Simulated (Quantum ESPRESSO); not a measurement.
# Magnetic state of MnH2O2 (Pyrochroite) from several starts, part 2 of 2

Does MnH2O2 (Pyrochroite) prefer parallel or opposed moments?

Quantum ESPRESSO 7.5; LDA with U = 4 eV on Mn d (ortho-atomic projectors); plane waves with GBRV 1.5 LDA potentials, no spin-orbit coupling.

So far: Set-up; Start 1: ferro +.

## 3. Run 2, typed as antiferro q=(0,1/2,1/2) +−

This order needs a doubled cell of 10 atoms. The wavevector q is in fractions of the reciprocal vectors of the crystal's primitive cell, as the cells of these inputs are built from it; moments change sign between cells as cos(2π q·R).

pw.in reads:

```
&CONTROL
  calculation = 'scf'
  prefix = 'pwscf'
  outdir = './tmp'
  pseudo_dir = './pseudo'
  disk_io = 'nowf'
/
&SYSTEM
  ibrav = 0
  celldm(1) = 8
  nat = 10
  ntyp = 4
  ecutwfc = 40
  ecutrho = 280
  nbnd = 41
  occupations = 'smearing'
  smearing = 'fd'
  degauss = 0.00367493
  nspin = 2
  starting_magnetization(1) = 0.3
  starting_magnetization(2) = -0.3
  starting_magnetization(3) = 0
  starting_magnetization(4) = 0
/
&ELECTRONS
  conv_thr = 2d-08
  electron_maxstep = 150
  mixing_beta = 0.3
/
ATOMIC_SPECIES
Mn1    54.9380 mn_lda_v1.5.uspp.F.UPF
Mn2    54.9380 mn_lda_v1.5.uspp.F.UPF
H       1.0080 h_lda_v1.4.uspp.F.UPF
O      15.9990 o_lda_v1.2.uspp.F.UPF
CELL_PARAMETERS alat
   0.7677012381292    0.0000000000000    0.0000000000000
  -0.7677012381292    1.3296975494736    0.0000000000000
  -0.3838506190646    0.6648487747368    1.0582466297904
ATOMIC_POSITIONS crystal
Mn1     0.0000000000    0.0000000000    0.0000000000
Mn2     0.0000000000    0.5000000000    0.0000000000
H       0.3333333333    0.1103333333    0.4460000000
H       0.3333333333    0.6103333333    0.4460000000
H       0.6666666667    0.8896666666    0.5540000000
H       0.6666666667    0.3896666666    0.5540000000
O       0.3333333333    0.2203333334    0.2260000000
O       0.3333333333    0.7203333333    0.2260000000
O       0.6666666667    0.7796666666    0.7740000000
O       0.6666666667    0.2796666666    0.7740000000
K_POINTS automatic
8 4 4 0 0 0
HUBBARD {ortho-atomic}
U Mn1-3d 4.0000
U Mn2-3d 4.0000
```

Command:

```sh
$ OMP_NUM_THREADS=1 mpirun -n 4 pw.x -nk 4 -in pw.in > pw.out
```

The log of the run:

```text
[banner, memory and clock lines left out]
Program PWSCF v.7.5 starts

     Message from routine setup:
     using ibrav=0 with symmetry is DISCOURAGED, use correct ibrav instead

     bravais-lattice index     =            0
     lattice parameter (alat)  =       8.0000  a.u.
     unit-cell volume          =     553.0978 (a.u.)^3
     number of atoms/cell      =           10
     number of atomic types    =            4
     number of electrons       =        58.00
     number of Kohn-Sham states=           41
     kinetic-energy cutoff     =      40.0000  Ry
     charge density cutoff     =     280.0000  Ry
     scf convergence threshold =      2.0E-08
     mixing beta               =       0.3000
     number of iterations used =            8  plain     mixing
     Exchange-correlation= SLA  PZ   NOGX NOGC
                           (   1   1   0   0   0   0   0)
     Hubbard projectors: ortho-atomic
     Hubbard parameters of DFT+U (Dudarev formulation) in eV:
     U(Mn1-3d) =  4.0000
     U(Mn2-3d) =  4.0000

     Internal variables: lda_plus_u =T, lda_plus_u_kind = 0

     Internal variables: orbital_resolved =F, hub_pot_fix =F, apply_U = F

     celldm(1)=   8.000000  celldm(2)=   0.000000  celldm(3)=   0.000000
     celldm(4)=   0.000000  celldm(5)=   0.000000  celldm(6)=   0.000000

     crystal axes: (cart. coord. in units of alat)
               a(1) = (   0.767701   0.000000   0.000000 )
               a(2) = (  -0.767701   1.329698   0.000000 )
               a(3) = (  -0.383851   0.664849   1.058247 )

     reciprocal axes: (cart. coord. in units 2 pi/alat)
               b(1) = (  1.302590  0.752051  0.000000 )
               b(2) = (  0.000000  0.752051 -0.472480 )
               b(3) = (  0.000000 -0.000000  0.944959 )

     PseudoPot. # 1 for Mn read from file:
     mn_lda_v1.5.uspp.F.UPF
     Pseudo is Ultrasoft + core correction, Zval = 15.0

     PseudoPot. # 2 for Mn read from file:
     mn_lda_v1.5.uspp.F.UPF
     Pseudo is Ultrasoft + core correction, Zval = 15.0

     PseudoPot. # 3 for H  read from file:
     h_lda_v1.4.uspp.F.UPF
     Pseudo is Ultrasoft, Zval =  1.0

     PseudoPot. # 4 for O  read from file:
     o_lda_v1.2.uspp.F.UPF
     Pseudo is Ultrasoft + core correction, Zval =  6.0

     atomic species   valence    mass     pseudopotential
     Mn1              15.00    54.93800     Mn( 1.00)
     Mn2              15.00    54.93800     Mn( 1.00)
     H                 1.00     1.00800     H ( 1.00)
     O                 6.00    15.99900     O ( 1.00)

     Starting magnetic structure
     atomic species   magnetization
     Mn1             0.300
     Mn2            -0.300
     H               0.000
     O               0.000

      4 Sym. Ops., with inversion, found

   Cartesian axes

     site n.     atom                  positions (alat units)
         1        Mn1    tau(   1) = (   0.0000000   0.0000000   0.0000000  )
         2        Mn2    tau(   2) = (  -0.3838506   0.6648488   0.0000000  )
         3        H      tau(   3) = (  -0.0000000   0.4432325   0.4719780  )
         4        H      tau(   4) = (  -0.3838506   1.1080813   0.4719780  )
         5        H      tau(   5) = (  -0.3838506   1.5513138   0.5862686  )
         6        H      tau(   6) = (   0.0000000   0.8864650   0.5862686  )
         7        O      tau(   7) = (  -0.0000000   0.4432325   0.2391637  )
         8        O      tau(   8) = (  -0.3838506   1.1080813   0.2391637  )
         9        O      tau(   9) = (  -0.3838506   1.5513138   0.8190829  )
        10        O      tau(  10) = (   0.0000000   0.8864650   0.8190829  )

     number of k points=    56  Fermi-Dirac smearing, width (Ry)=  0.0037
                       cart. coord. in units 2pi/alat
        k(    1) = (   0.0000000   0.0000000   0.0000000), wk =   0.0078125
        k(    2) = (   0.0000000   0.0000000   0.2362398), wk =   0.0156250
        k(    3) = (   0.0000000   0.0000000  -0.4724797), wk =   0.0078125
        k(    4) = (   0.0000000   0.1880127  -0.1181199), wk =   0.0156250
        k(    5) = (   0.0000000   0.1880127  -0.5905996), wk =   0.0156250
        [... 51 further k-points ...]

     Dense  grid:    43745 G-vectors     FFT dimensions: (  36,  72,  60)

     Smooth grid:    18911 G-vectors     FFT dimensions: (  25,  50,  45)

     Check: negative core charge=   -0.000036
     Generating pointlists ...
     new r_m :   0.2078 (alat units)  1.6620 (a.u.) for type    1
     new r_m :   0.2078 (alat units)  1.6620 (a.u.) for type    2
     new r_m :   0.0960 (alat units)  0.7683 (a.u.) for type    3
     new r_m :   0.0960 (alat units)  0.7683 (a.u.) for type    4

     Initial potential from superposition of free atoms

     starting charge      56.9998, renormalised to      58.0000

     STARTING HUBBARD OCCUPATIONS:

     =================== HUBBARD OCCUPATIONS ===================
     ------------------------ ATOM    1 ------------------------
     Tr[ns(  1)] (up, down, total) =   5.00000  0.00000  5.00000
     Atomic magnetic moment for atom   1 =   5.00000
     [... lines left out ...]
     ------------------------ ATOM    2 ------------------------
     Tr[ns(  2)] (up, down, total) =   0.00000  5.00000  5.00000
     Atomic magnetic moment for atom   2 =  -5.00000
     [... lines left out ...]
     Number of occupied Hubbard levels =   10.0000

     Atomic wfc used for Hubbard projectors are orthogonalized

     Starting wfcs are   46 randomized atomic wfcs

     Self-consistent Calculation

     iteration #  1     ecut=    40.00 Ry     beta= 0.30
     Davidson diagonalization with overlap
     ethr =  1.00E-02,  avg # of iterations =  3.3

     =================== HUBBARD OCCUPATIONS ===================
     ------------------------ ATOM    1 ------------------------
     Tr[ns(  1)] (up, down, total) =   4.93763  0.16237  5.10000
     Atomic magnetic moment for atom   1 =   4.77525
     [... lines left out ...]
     ------------------------ ATOM    2 ------------------------
     Tr[ns(  2)] (up, down, total) =   0.16237  4.93767  5.10004
     Atomic magnetic moment for atom   2 =  -4.77529
     [... lines left out ...]
     Number of occupied Hubbard levels =   10.2000

     total energy              =    -555.98178473 Ry
     estimated scf accuracy    <       1.28285343 Ry

     total magnetization       =    -0.00 Bohr mag/cell
     absolute magnetization    =     9.66 Bohr mag/cell

     iteration #  2     ecut=    40.00 Ry     beta= 0.30
     Davidson diagonalization with overlap
     ethr =  2.21E-03,  avg # of iterations =  2.0

     total energy              =    -556.16840371 Ry
     estimated scf accuracy    <       0.08682775 Ry

     total magnetization       =     0.00 Bohr mag/cell
     absolute magnetization    =     9.62 Bohr mag/cell

     [... further iterations left out ...]

     iteration #  9     ecut=    40.00 Ry     beta= 0.30
     Davidson diagonalization with overlap
     ethr =  3.41E-10,  avg # of iterations =  2.0

     negative rho (up, down):  3.781E-04 3.781E-04

     total energy              =    -556.17440551 Ry
     estimated scf accuracy    <       0.00000003 Ry

     total magnetization       =     0.00 Bohr mag/cell
     absolute magnetization    =     9.64 Bohr mag/cell

     iteration # 10     ecut=    40.00 Ry     beta= 0.30
     Davidson diagonalization with overlap
     ethr =  5.18E-11,  avg # of iterations =  2.0

     negative rho (up, down):  3.779E-04 3.779E-04

     Magnetic moment per site  (integrated on atomic sphere of radius R)
     atom   1 (R=0.208)  charge= 12.4178  magn=  4.1707
     atom   2 (R=0.208)  charge= 12.4178  magn= -4.1707
     atom   3 (R=0.096)  charge=  0.3905  magn= -0.0013
     atom   4 (R=0.096)  charge=  0.3905  magn=  0.0013
     atom   5 (R=0.096)  charge=  0.3905  magn= -0.0013
     atom   6 (R=0.096)  charge=  0.3905  magn=  0.0013
     atom   7 (R=0.096)  charge=  2.0136  magn= -0.0139
     atom   8 (R=0.096)  charge=  2.0136  magn=  0.0139
     atom   9 (R=0.096)  charge=  2.0136  magn= -0.0139
     atom  10 (R=0.096)  charge=  2.0136  magn=  0.0139

     End of self-consistent calculation

     =================== HUBBARD OCCUPATIONS ===================
     ------------------------ ATOM    1 ------------------------
     Tr[ns(  1)] (up, down, total) =   4.96684  0.26827  5.23510
     Atomic magnetic moment for atom   1 =   4.69857
     [... lines left out ...]
     ------------------------ ATOM    2 ------------------------
     Tr[ns(  2)] (up, down, total) =   0.26827  4.96684  5.23510
     Atomic magnetic moment for atom   2 =  -4.69857
     [... lines left out ...]
     Number of occupied Hubbard levels =   10.4702

     Number of k-points >= 100: set verbosity='high' to print the bands.

     the Fermi energy is     8.2961 ev

!    total energy              =    -556.17440553 Ry
     estimated scf accuracy    <          3.4E-09 Ry
     smearing contrib. (-TS)   =      -0.00000000 Ry
     internal energy E=F+TS    =    -556.17440553 Ry

     The total energy is F=E-TS. E is the sum of the following terms:
     one-electron contribution =    -343.70038168 Ry
     hartree contribution      =     196.54167650 Ry
     xc contribution           =     -84.66204693 Ry
     ewald contribution        =    -324.43573048 Ry
     Hubbard energy            =       0.08207706 Ry

     total magnetization       =    -0.00 Bohr mag/cell
     absolute magnetization    =     9.64 Bohr mag/cell

     convergence has been achieved in  10 iterations
```

Run time: 50 s. Hardware: 4 MPI ranks of Arm Neoverse V2, shared host; peak memory 0.67 GiB.

Spin moment in the atom's sphere by atom:

| atom | spin moment in the atom's sphere (μB) |
| --- | --- |
| Mn1 | 4.17 |
| Mn2 | -4.17 |
| H3 | 0.00 |
| H4 | 0.00 |
| H5 | 0.00 |
| H6 | 0.00 |
| O7 | -0.01 |
| O8 | 0.01 |
| O9 | -0.01 |
| O10 | 0.01 |

Numbers from this step:

```
smearing term TS       : 8.95e-9 eV
magnetization          : 0 μB
absolute magnetization : 9.64 μB
final state            : antiferromagnetic
```

## 4. Run 3, typed as antiferro q=(0,0,1/2) +−

This order needs a doubled cell of 10 atoms.

pw.in reads:

```
&CONTROL
  calculation = 'scf'
  prefix = 'pwscf'
  outdir = './tmp'
  pseudo_dir = './pseudo'
  disk_io = 'nowf'
/
&SYSTEM
  ibrav = 0
  celldm(1) = 8
  nat = 10
  ntyp = 4
  ecutwfc = 40
  ecutrho = 280
  nbnd = 41
  occupations = 'smearing'
  smearing = 'fd'
  degauss = 0.00367493
  nspin = 2
  starting_magnetization(1) = 0.3
  starting_magnetization(2) = -0.3
  starting_magnetization(3) = 0
  starting_magnetization(4) = 0
/
&ELECTRONS
  conv_thr = 2d-08
  electron_maxstep = 150
  mixing_beta = 0.3
/
ATOMIC_SPECIES
Mn1    54.9380 mn_lda_v1.5.uspp.F.UPF
Mn2    54.9380 mn_lda_v1.5.uspp.F.UPF
H       1.0080 h_lda_v1.4.uspp.F.UPF
O      15.9990 o_lda_v1.2.uspp.F.UPF
CELL_PARAMETERS alat
   0.7677012381292    0.0000000000000    0.0000000000000
  -0.3838506190646    0.6648487747368    0.0000000000000
   0.0000000000000    0.0000000000000    2.1164932595809
ATOMIC_POSITIONS crystal
Mn1     0.0000000000    0.0000000000    0.0000000000
Mn2     0.0000000000    0.0000000000    0.5000000000
H       0.3333333333    0.6666666667    0.2230000000
H       0.3333333333    0.6666666667    0.7230000000
H       0.6666666667    0.3333333333    0.2770000000
H       0.6666666667    0.3333333333    0.7770000000
O       0.3333333333    0.6666666667    0.1130000000
O       0.3333333333    0.6666666667    0.6130000000
O       0.6666666667    0.3333333333    0.3870000000
O       0.6666666667    0.3333333333    0.8870000000
K_POINTS automatic
8 8 2 0 0 0
HUBBARD {ortho-atomic}
U Mn1-3d 4.0000
U Mn2-3d 4.0000
```

The log of the run:

```text
     [... lines left out ...]
Program PWSCF v.7.5 starts
     [... lines left out ...]
     number of atoms/cell      =           10
     [... lines left out ...]
     number of electrons       =        58.00
     number of Kohn-Sham states=           41
     kinetic-energy cutoff     =      40.0000  Ry
     charge density cutoff     =     280.0000  Ry
     scf convergence threshold =      2.0E-08
     [... lines left out ...]
     12 Sym. Ops., with inversion, found
     [... lines left out ...]
     number of k points=    20  Fermi-Dirac smearing, width (Ry)=  0.0037
     [... lines left out ...]
     iteration # 10     ecut=    40.00 Ry     beta= 0.30
     [... lines left out ...]
     Magnetic moment per site  (integrated on atomic sphere of radius R)
     atom   1 (R=0.208)  charge= 12.4181  magn=  4.1789
     atom   2 (R=0.208)  charge= 12.4181  magn= -4.1789
     atom   3 (R=0.096)  charge=  0.3919  magn=  0.0037
     atom   4 (R=0.096)  charge=  0.3919  magn= -0.0037
     atom   5 (R=0.096)  charge=  0.3919  magn= -0.0037
     atom   6 (R=0.096)  charge=  0.3919  magn=  0.0037
     atom   7 (R=0.096)  charge=  2.0118  magn=  0.0362
     atom   8 (R=0.096)  charge=  2.0118  magn= -0.0362
     atom   9 (R=0.096)  charge=  2.0118  magn= -0.0362
     atom  10 (R=0.096)  charge=  2.0118  magn=  0.0362
     [... lines left out ...]
     Tr[ns(  1)] (up, down, total) =   4.96943  0.26415  5.23357
     [... lines left out ...]
     Tr[ns(  2)] (up, down, total) =   0.26415  4.96943  5.23357
     [... lines left out ...]
     the Fermi energy is     8.3384 ev
!    total energy              =    -556.17351680 Ry
     estimated scf accuracy    <          7.9E-09 Ry
     smearing contrib. (-TS)   =      -0.00000000 Ry
     [... lines left out ...]
     total magnetization       =    -0.00 Bohr mag/cell
     absolute magnetization    =     9.93 Bohr mag/cell
     convergence has been achieved in  10 iterations
```

Wall time 16 s (4 MPI ranks); peak memory 0.53 GiB; 65 s of CPU time.

Spin moment in the atom's sphere by atom:

| atom | spin moment in the atom's sphere (μB) |
| --- | --- |
| Mn1 | 4.18 |
| Mn2 | -4.18 |
| H3 | 0.00 |
| H4 | 0.00 |
| H5 | 0.00 |
| H6 | 0.00 |
| O7 | 0.04 |
| O8 | -0.04 |
| O9 | -0.04 |
| O10 | 0.04 |

Numbers from this step:

* smearing term TS: 1.71e-8 eV
* magnetization: 0 μB
* absolute magnetization: 9.929 μB
* final state: antiferromagnetic

## 5. The states side by side

An order is kept where moments of 0.15 μB or more survive with the typed signs; meshes match where a doubled cell samples the same k points as the first cell.

Orders:

| start | final state | typed order kept | energy over the lowest (meV a seeded atom) | largest site moment (μB) | net moment (μB a cell of the first run) | mesh matched | CPU time (s) |
| --- | --- | --- | --- | --- | --- | --- | --- |
| ferro + | ferromagnetic | yes | 7.837 | 4.18 | 5 | yes | 29.27 |
| antiferro q=(0,1/2,1/2) +- | antiferromagnetic | yes | 0 | 4.171 | 0 | no | 200.9 |
| antiferro q=(0,0,1/2) +- | antiferromagnetic | yes | 6.046 | 4.179 | 0 | yes | 65.32 |

## 6. Occupations of the corrected shells in the lowest state

Occupations of the Hubbard shells:

| block | type | shell | spin | electrons | occupation numbers |
| --- | --- | --- | --- | --- | --- |
| 1 | Mn1 | 3d | up | 4.967 | 0.991 0.991 0.993 0.996 0.996 |
| 1 | Mn1 | 3d | down | 0.2683 | 0.014 0.025 0.027 0.100 0.102 |
| 2 | Mn2 | 3d | up | 0.2683 | 0.014 0.025 0.027 0.100 0.102 |
| 2 | Mn2 | 3d | down | 4.967 | 0.991 0.991 0.993 0.996 0.996 |

## 7. What came out

| Item | Value |
| --- | --- |
| lowest state found | antiferromagnetic (from antiferro q=(0,1/2,1/2) +-) |
| largest site moment | 4.17 μB |
| next state with moments | antiferromagnetic, 6.05 meV a seeded atom higher |

The k meshes of the cells are not all equivalent, which blurs small differences. Only these 3 starts were compared; other wavevectors, canted and longer-period orders were not.

[Logs and program files are shortened in this print: banners, set-up blocks, solver, clock and traceback lines can be left out without a mark of their own.]

[Logs are printed without paths, hosts, clocks, repeated set-up lines and the standing remarks that a program may print on its own settings, such as how far it seeks lower states.]

[Hosts, paths, dates, database ids (printed as entryN), source tags and the programs' standing remarks are cut or masked in the printed files.]

[Where a cell is said to come from a database of computed structures, the database is the Materials Project.]
